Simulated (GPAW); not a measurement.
# free-standing square Ni monolayer, spacing 2.48 A: from the magnetic state to anisotropy

Wanted: anisotropy for free-standing square Ni monolayer, spacing 2.48 A, with the cost of each step.

Program: GPAW 26.7.0. Level of theory: LDA; plane waves with GPAW's PAW setups, scalar-relativistic. Results are calculated unless marked as measured.

## 1. Starting point

The cell holds 1 atom: 1 Ni. Its edges and angles: a = 2.480 Å, b = 2.480 Å, c = 14.000 Å, α = 90.0°, β = 90.0°, γ = 90.0°. model lattice. Vacuum lies along c.

## 2. Self-consistent state

All later steps read the density of this run.

Contents of order1.py:

```python
import json
import numpy as np
from ase import Atoms
from ase.parallel import paropen, parprint
from gpaw import GPAW

atoms = Atoms(['Ni'],
    cell=[[2.48, 0.0, 0.0],
         [0.0, 2.48, 0.0],
         [0.0, 0.0, 14.0]],
    scaled_positions=[[0.0, 0.0, 0.5]],
    pbc=True,
    magmoms=[1.0])
atoms.calc = GPAW(mode={'name': 'pw', 'ecut': 550},
    xc='LDA',
    kpts={'size': (12, 12, 1), 'gamma': True},
    occupations={'name': 'fermi-dirac', 'width': 0.1},
    convergence={'density': 1e-05, 'energy': 1e-05},
    maxiter=200,
    txt='order1.txt')
e = atoms.get_potential_energy(force_consistent=True)
res = {'free_energy': e, 'energy_sigma0': atoms.get_potential_energy(), 'fermi_energy': atoms.calc.get_fermi_level()}
res['moments'] = atoms.get_magnetic_moments().tolist()
res['total'] = atoms.get_magnetic_moment()
parprint('site moments (muB):', np.round(res['moments'], 3))
parprint(f"total moment: {res['total']:.3f} muB")
parprint(f'free energy: {e:.6f} eV')
atoms.calc.write('order1.gpw')
with paropen('results.json', 'w') as f:
    json.dump(res, f)
```

The run is started by

```bash
$ OMP_NUM_THREADS=1 python3 order1.py > order1.log
```

Numbers of over 12 decimals in the logs are rounded to 6 here.

The log of the run:

```text
site moments (muB): [0.972]
total moment: 0.947 muB
free energy: -6.134537 eV

--- order1.txt ---
Input parameters:
  mode=PW(ecut=550),
  convergence={'density': 1e-05, 'energy': 1e-05},
  kpts=MonkhorstPack(size=(12, 12, 1), gamma=True),
  maxiter=200,
  occupations=Occupations(name='fermi-dirac', width=0.1),
  xc=XC(name='LDA')

Diagonalizing LCAO Hamiltonian
Converting LCAO to pw mode
   .-----.
  /|     |
 * |     |
 | |     |
 | |     |
 | |     |
 | |     |
 | |     |
 | |     |
 | |     |
 Ni|     |
 | |     |
 | |     |
 | |     |
 | |     |
 | |     |
 | |     |
 | .-----.
 |/     /
 *-----*

Atoms  # Å, Bohr magnetons
|   | symbol |        x |        y |        z |    initial magnetic moments |
|---|--------|----------|----------|----------|-----------------------------|
| 0 |     Ni | 0.000000 | 0.000000 | 7.000000 | ( 0.0000,  0.0000,  1.0000) |

Unit cell  # Å
| periodic |        x |        y |         z |   lengths |    angles |
|----------|----------|----------|-----------|-----------|-----------|
|      yes | 2.480000 | 0.000000 |  0.000000 |  2.480000 | 90.000000 |
|      yes | 0.000000 | 2.480000 |  0.000000 |  2.480000 | 90.000000 |
|      yes | 0.000000 | 0.000000 | 14.000000 | 14.000000 | 90.000000 |

Number of symmetries: 16

BZ-sampling:
  Number of BZ points: 144
  Number of IBZ points: 28

  Monkhorst-Pack size: [12, 12, 1]
  Monkhorst-Pack shift: [0.041667, 0.041667, 0.0]

Plane wave coefficients: 2550
Cutoff: 550.0 eV

Spin-components: 2 (collinear spins)
Bands:           12
Projectors:      6
Spin-degeneracy: 1
Datatype:        complex128

Parallelization:
  kpt:    1
  domain: 1
  band:   1

Density:
  Valence electrons: 16.0
  Components: 2
  Grid points: [14 14 80]
  Charge: 0.0  # |e|

Potential:
  Grid points: [14 14 80]

[... setups left out ...]
Reference energy: -41300.595870  # eV

eigensolver:
  PPCG
  Converge bands: occupied
  niter=2

density mixing:
  MSR1-Mixer
  Pratt-step length: 0.05
  Maximum mixing coefficient: 0.75
  Old densities: 10
  SVD Regularization: 0.005
  Good broyden scale: 1.0
  Trust region scale: 1.0
  Backstep threshold: 4.0
  History deletion threshold: 6.0
  Fourier metric: weight=20.0, sigma=0.015

occupation numbers:
  Fermi-Dirac:
    width: 0.1000  # eV

poisson solver:
  ecut: 4400.0  # eV

xc functional:
  name: None

convergence criteria:
- Maximum integral of absolute [dens]ity change: 1e-05 electrons / valence electron
- Maximum [total energy] change in last 3 cyles: 1e-05 eV / valence electron
- Maximum integral of absolute [eigenst]ate change: 4e-08 eV^2 / valence electron
maximum number of iterations: 200

SCF iterations
|iter     |      energy | eigst |  dens |  magmom |
|---------|-------------|-------|-------|---------|
|iter:   1|       0s |   -6.765335 | +0.24 |       |  +1.0008|
|iter:   2|       2s |   -6.428964 | -0.78 | -0.98 |  +0.9847|
|iter:   3|       3s |   -6.090512 | -1.23 | -1.14 |  +0.9617|
|iter:   4|       4s |   -6.083221 | -2.35 | -1.69 |  +0.9573|
|iter:   5|       6s |   -6.084308 | -2.52 | -1.82 |  +0.9515|
|iter:   6|       7s |   -6.085273 | -3.45 | -2.26 |  +0.9503|
|iter:   7|       9s |   -6.086153 | -3.71 | -2.41 |  +0.9471|
|iter:   8|      10s |   -6.086087 | -4.57 | -2.83 |  +0.9462|
|iter:   9|      12s |   -6.086122c| -5.15 | -3.13 |  +0.9461|
|iter:  10|      13s |   -6.086116c| -5.73 | -3.61 |  +0.9464|
|iter:  11|      15s |   -6.086122c| -6.17 | -3.93 |  +0.9470|
|iter:  12|      16s |   -6.086119c| -6.72 | -4.37 |  +0.9471|
|iter:  13|      17s |   -6.086118c| -7.13 | -5.08c|  +0.9472|
|iter:  14|      18s |   -6.086118c| -7.43c| -5.39c|  +0.9472|

Converged in 14 steps
Energy contributions relative to reference atoms: (reference = -41300.595870)

Energy contributions:
  Kinetic:           2.214166
  Coulomb:          -1.095684
  Zero:              0.112786
  External:          0.000000
  Xc:               -7.268966
  Entropy:          -0.096838
  Spinorbit:         0.000000
  ----------------------------
  Free energy:      -6.134537
  Extrapolated:     -6.086118

dipole moment: (-5.027241, -5.027241, 0.000004)  # |e|*Ang

Total magnetic moment: (0.000000, 0.000000, 0.947227)

Local magnetic moments
|        x |        y |        z |
|----------|----------|----------|
| 0.000000 | 0.000000 | 0.972007 |  # Ni   0

Fermi level: -3.663
Eigenvalues  # (at kpt = [-0.000, -0.000, 0.000])
| band index |      eig [eV] | occ [0-1] |      eig [eV] | occ [0-1] |
|------------|---------------|-----------|---------------|-----------|
|          0 |       -66.932 |     1.000 |       -65.831 |     1.000 |
|          1 |       -66.932 |     1.000 |       -65.831 |     1.000 |
|          2 |       -66.628 |     1.000 |       -65.584 |     1.000 |
|          3 |        -8.640 |     1.000 |        -8.489 |     1.000 |
|          4 |        -6.638 |     1.000 |        -5.868 |     1.000 |
|          5 |        -5.293 |     1.000 |        -4.602 |     1.000 |
|          6 |        -4.517 |     1.000 |        -3.500 |     0.162 |
|          7 |        -4.517 |     1.000 |        -3.500 |     0.162 |
|          8 |        -4.362 |     0.999 |        -3.264 |     0.018 |
|          9 |        -2.451 |     0.000 |        -2.438 |     0.000 |
|         10 |         1.353 |     0.000 |         1.366 |     0.000 |
|         11 |         2.459 |     0.000 |         2.456 |     0.000 |

No gap
No difference between direct/indirect transitions
```

It took 21 s on 1 MPI rank of Arm Neoverse V2, shared host; peak memory 0.19 GiB.

Numbers from this step:

```
magnetization  : 0.9472 μB
final state    : ferromagnetic
largest moment : 0.9720 μB
```

After 14 cycles the largest moment stands at 0.972 μB.

## 3. Non-self-consistent run

The steps that follow sum over empty states, which the ground-state run does not converge; 14 states a spin are converged here at the frozen density and written with their wave functions.

It starts from the saved density of the lowest of the states tried.

Contents of nscf.py:

```python
from gpaw import GPAW

calc = GPAW('order1.gpw').fixed_density(
    kpts={'size': (18, 18, 1), 'gamma': True},
    nbands=18,
    convergence={'bands': 14, 'eigenstates': 1e-9},
    parallel={'domain': 1},
    txt='nscf.txt')
calc.write('nscf.gpw', mode='all')
```

The run is started by

```bash
$ OMP_NUM_THREADS=1 python3 nscf.py > nscf.log
```

The log of the run:

```text
Input parameters:
  mode=PW(ecut=550),
  convergence={'bands': 14, 'eigenstates': 1e-09},
  gpts=array([14, 14, 80]),
  kpts=MonkhorstPack(size=(18, 18, 1), gamma=True),
  maxiter=200,
  nbands=18,
  occupations=Occupations(name='fermi-dirac', width=0.1),
  parallel={'domain': 1},
  xc=XC(name='LDA')
```

The job ended after 47 s (1 MPI rank; peak memory 0.27 GiB).

## 4. Magnetocrystalline anisotropy

Spin–orbit coupling is added in the basis of the saved states for each direction of the moments. The change in the band energy is the anisotropy energy, with no new self-consistent run.

Contents of anisotropy.py:

```python
import json
import numpy as np
from ase.parallel import paropen, parprint
from gpaw import GPAW
from gpaw.spinorbit import soc_eigenstates

calc = GPAW('nscf.gpw')
angles = [[0.0, 0.0], [90.0, 0.0], [90.0, 90.0]]  # theta, phi in degrees
res = {'rows': []}
for scale in [1.0, 0.5, 2.0]:
    e0 = None
    for theta, phi in angles:
        soc = soc_eigenstates(calc, n2=14, scale=scale, theta=theta, phi=phi)
        e = soc.calculate_band_energy()
        e0 = e if e0 is None else e0
        orbital = soc.get_orbital_magnetic_moments()
        res['rows'].append([scale, theta, phi, 1000 * (e - e0), orbital.tolist()])
        parprint(f'scale {scale} theta {theta:6.1f} phi {phi:6.1f}  dE = {1000 * (e - e0):9.4f} meV  |L| =', np.round(np.linalg.norm(orbital, axis=1), 4))
with paropen('results.json', 'w') as f:
    json.dump(res, f)
```

The run is started by

```bash
$ OMP_NUM_THREADS=1 python3 anisotropy.py > anisotropy.log
```

The log of the run:

```text
scale 1.0 theta    0.0 phi    0.0  dE =    0.0000 meV  |L| = [0.1225]
scale 1.0 theta   90.0 phi    0.0  dE =   -1.8956 meV  |L| = [0.2085]
scale 1.0 theta   90.0 phi   90.0  dE =   -1.8956 meV  |L| = [0.2085]
scale 0.5 theta    0.0 phi    0.0  dE =    0.0000 meV  |L| = [0.0622]
scale 0.5 theta   90.0 phi    0.0  dE =   -0.4889 meV  |L| = [0.106]
scale 0.5 theta   90.0 phi   90.0  dE =   -0.4889 meV  |L| = [0.106]
scale 2.0 theta    0.0 phi    0.0  dE =    0.0000 meV  |L| = [0.2348]
scale 2.0 theta   90.0 phi    0.0  dE =   -6.9561 meV  |L| = [0.3975]
scale 2.0 theta   90.0 phi   90.0  dE =   -6.9561 meV  |L| = [0.3975]
```

The job ended after 4.2 s (1 MPI rank; peak memory 0.16 GiB).

Theta from the Cartesian z axis, phi from x; spin up lies along the direction. Anisotropy, by row:

| spin-orbit scale | theta (degrees) | phi (degrees) | band energy less that along z (meV a cell) | orbital moment of atom 1 along the direction (μB) | sum of orbital moments along the direction (μB a cell) |
| --- | --- | --- | --- | --- | --- |
| 1 | 0 | 0 | 0 | 0.1225 | 0.1225 |
| 1 | 90 | 0 | -1.896 | 0.2085 | 0.2085 |
| 1 | 90 | 90 | -1.896 | 0.2085 | 0.2085 |
| 0.5 | 0 | 0 | 0 | 0.0622 | 0.0622 |
| 0.5 | 90 | 0 | -0.4889 | 0.106 | 0.106 |
| 0.5 | 90 | 90 | -0.4889 | 0.106 | 0.106 |
| 2 | 0 | 0 | 0 | 0.2348 | 0.2348 |
| 2 | 90 | 0 | -6.956 | 0.3975 | 0.3975 |
| 2 | 90 | 90 | -6.956 | 0.3975 | 0.3975 |

## 5. What came out

- state: ferromagnetic
- largest site moment: 0.972 μB
- spread of the directions' energies: 1.90 meV a cell
- easiest direction tried: the plane normal to z

In words: About the ferromagnetic state the directions differ by 1.90 meV a cell, with the plane normal to z easiest. The anisotropy comes from the force theorem at a frozen potential; it needs a check on a finer mesh, and shape anisotropy is not in it. Doubling the coupling multiplies the difference between the first two directions by 3.7; second-order perturbation theory gives 4.

[Logs and program files are shortened in this print: banners, set-up blocks, solver, clock and traceback lines can be left out without a mark of their own.]

[Logs are printed without paths, hosts, clocks, repeated set-up lines and the standing remarks that a program may print on its own settings, such as how far it seeks lower states.]

[Hosts, paths, dates, database ids (printed as entryN), source tags and the programs' standing remarks are cut or masked in the printed files.]

[Where a cell is said to come from a database of computed structures, the database is the Materials Project.]
